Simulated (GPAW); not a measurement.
## WS2 (2H monolayer): G0W0 on several meshes in GPAW

Wanted: mesh dependence and cost of G0W0 for WS2 (2H monolayer).

Main program and level: GPAW 26.7.0; LDA and many-body steps on it, plane waves.

Most raw output is cut from this account.

## 1. The starting structure

The cell holds 3 atoms: 1 W and 2 S. Cell: a = 3.122 Å, b = 3.122 Å, c = 14.500 Å, α = 90.0°, β = 90.0°, γ = 120.0°. Vacuum lies along c.

As a file:

```
W S
1.0
     3.12241    0.00000    0.00000
    -1.56120    2.70408    0.00000
     0.00000    0.00000   14.50000
W S
1 2
Cartesian
  0.0000 1.8027 7.2500
  1.5612 0.9014 8.8094
  1.5612 0.9014 5.6906
```

The structure was relaxed with LDA. The runs that relaxed it are not among those shown. Spin-orbit coupling is left out unless a step names it.

## 2. Empty states on the mesh, 12×12×1 mesh, 287 bands

This step: GPAW 26.7.0; DFT, LDA, plane waves, PAW.

The sums over transitions need many empty states on a uniform mesh; this step solves for them.

Input file run.py:

```python
import json
import numpy as np
from gpaw.mpi import world
from gpaw import GPAW

calc = GPAW('gs.gpw').fixed_density(kpts={'size': (12, 12, 1), 'gamma': True},
    parallel={'domain': 1, 'band': 1},
    txt='nscf.txt')
calc.diagonalize_full_hamiltonian(nbands=287)
calc.write('full.gpw', mode='all')
res = {}
kpts = calc.get_ibz_k_points()
res['kpts'] = kpts
res['eigenvalues'] = [calc.get_eigenvalues(kpt=k) for k in range(len(kpts))]
res['n_electrons'] = calc.get_number_of_electrons()

if world.rank == 0:
    with open('result.json', 'w') as f:
        json.dump(res, f, default=lambda x: x.tolist())
```

Command:

```sh
$ mpirun -n 16 gpaw python run.py
```

It took 56 s on 16 MPI ranks of Arm Neoverse V1, shared host; peak memory 9.5 GiB.

This step gave:

| Item | Value |
| --- | --- |
| gap | 1.996 eV |
| k of the valence top | 0.3333, 0.3333, 0 |
| k of the conduction bottom | 0.3333, 0.3333, 0 |
| least direct gap | 1.996 eV |
| k points computed | 19 |
| lowest point of the top converged band, above the valence top | 93.4187 eV |

On this mesh the gap is 1.996 eV.

## 3. 12×12×1

G0W0 replaces the xc potential by the self-energy, built once from these orbitals. Only a window of levels is corrected, while the sums run over the empty bands that the input names.

This step: G0W0 on LDA, plane waves, PAW.

Input file run.py:

```python
import json
import numpy as np
from gpaw.mpi import world
from gpaw.response.g0w0 import G0W0

gw = G0W0('full.gpw',
    filename='gw',
    kpts=[0, 9],
    bands=(11, 15),
    ecut=60,
    nbands=129,
    truncation='2D',
    integrate_gamma='sphere',
    q0_correction=True,
    frequencies={'type': 'nonlinear', 'domega0': 0.15, 'omega2': 15.0},
    eta=0.1,
    nblocksmax=True)
gw.calculate()
res = {mode: {k: v for k, v in r.items() if k != 'sigma_eskwn'}
       for mode, r in gw.all_results.items()}

if world.rank == 0:
    with open('result.json', 'w') as f:
        json.dump(res, f, default=lambda x: x.tolist())
```

Command:

```sh
$ mpirun -n 16 gpaw python run.py
```

The job ended after 2.1 min (16 MPI ranks; peak memory 6.1 GiB; 30 min of CPU time).

Numbers from this step:

```
G0W0 gap on the points computed              : 3.051 eV
least direct G0W0 gap on the computed points : 3.051 eV
Z at the valence top                         : 0.7577
Z at the conduction bottom                   : 0.7668
starting gap on the mesh                     : 1.996 eV
k of the valence top                         : 0.3333, 0.3333, 0
k of the conduction bottom                   : 0.3333, 0.3333, 0
```

The gap on the mesh goes from 2.00 eV to 3.05 eV, a correction of +1.05 eV.

## 4. Empty states on the mesh, 9×9×1 mesh, 139 bands

This step: DFT, LDA, plane waves, PAW.

Input file run.py:

```python
import json
import numpy as np
from gpaw.mpi import world
from gpaw import GPAW

calc = GPAW('gs.gpw').fixed_density(kpts={'size': (9, 9, 1), 'gamma': True},
    nbands=162,
    convergence={'bands': 139},
    txt='nscf.txt')
calc.write('full.gpw', mode='all')
res = {}
kpts = calc.get_ibz_k_points()
res['kpts'] = kpts
res['eigenvalues'] = [calc.get_eigenvalues(kpt=k) for k in range(len(kpts))]
res['n_electrons'] = calc.get_number_of_electrons()

if world.rank == 0:
    with open('result.json', 'w') as f:
        json.dump(res, f, default=lambda x: x.tolist())
```

Command:

```sh
$ mpirun -n 16 gpaw python run.py
```

It took 17 s on 16 MPI ranks; peak memory 2.5 GiB.

This step gave:

| Property | Result |
| --- | --- |
| gap | 1.996 eV |
| k of the valence top | 0.3333, 0.3333, 0 |
| k of the conduction bottom | 0.3333, 0.3333, 0 |
| least direct gap | 1.996 eV |
| k points computed | 12 |
| lowest point of the top converged band, above the valence top | 56.3510 eV |

On this mesh the gap is 1.996 eV.

## 5. 9×9×1

This step: G0W0 on LDA, plane waves, PAW.

Input file run.py:

```python
import json
import numpy as np
from gpaw.mpi import world
from gpaw.response.g0w0 import G0W0

gw = G0W0('full.gpw',
    filename='gw',
    kpts=[0, 6],
    bands=(11, 15),
    ecut=60,
    nbands=129,
    truncation='2D',
    integrate_gamma='sphere',
    q0_correction=True,
    frequencies={'type': 'nonlinear', 'domega0': 0.15, 'omega2': 15.0},
    eta=0.1,
    nblocksmax=True)
gw.calculate()
res = {mode: {k: v for k, v in r.items() if k != 'sigma_eskwn'}
       for mode, r in gw.all_results.items()}

if world.rank == 0:
    with open('result.json', 'w') as f:
        json.dump(res, f, default=lambda x: x.tolist())
```

Command:

```sh
$ mpirun -n 16 gpaw python run.py
```

Wall time 46 s (16 MPI ranks); peak memory 4.7 GiB.

Numbers from this step:

| Property | Result |
| --- | --- |
| G0W0 gap on the points computed | 3.087 eV |
| least direct G0W0 gap on the computed points | 3.087 eV |
| Z at the valence top | 0.7567 |
| Z at the conduction bottom | 0.7673 |
| starting gap on the mesh | 1.996 eV |
| k of the valence top | 0.3333, 0.3333, 0 |
| k of the conduction bottom | 0.3333, 0.3333, 0 |

Against G0W0 in GPAW (12×12×1 mesh, 129 bands, screening to 60 eV, full frequency, Hilbert transform), the gap moves by +0.037 eV.

## 6. The runs together

Times are wall times on 16 MPI ranks of Arm Neoverse V1, shared host, good to a factor of about two.

```
    run     mesh  bands  screening cutoff (eV)  DFT gap (eV)  gap on the mesh (eV)  direct (eV)     time
12×12×1  12×12×1    129                     60         1.996                 3.051        3.051  2.1 min
  9×9×1    9×9×1    129                     60         1.996                 3.087        3.087     46 s
```

## 7. Outcome

| Property | Result |
| --- | --- |
| 12×12×1 | 3.051 eV |
| 9×9×1 | 3.087 eV |
| known limits | not at the basis limit; no spin-orbit coupling |

What this shows: 9×9×1: +0.037 eV against 12×12×1. Bands and cutoff are finite, so the gap is not at the basis limit. The miss can reach some tenths of an eV and take either sign; the mesh is an error of its own. These stock PAW sets were not made for GW; the filled d or f shell of W lies in the frozen core, which bears on start and correction. In the G0W0 runs levels were corrected at 2 k points alone, so a gap called «on the mesh» is the least over those, and an edge elsewhere would be missed. The many-body steps are scalar-relativistic: spin-orbit coupling is not in them.

[Paths, hosts, dates, memory and timing lines, banners, echoed tables and standing remarks are left out of the program output.]

[Logs are printed without paths, hosts, clocks, repeated set-up lines and the standing remarks that a program may print on its own settings, such as how far it seeks lower states.]

[Runs of the session that timed out or met a known fault of the program may be left out.]

[Hosts, paths, dates, database ids (printed as entryN), source tags and the programs' standing remarks are cut or masked in the printed files.]
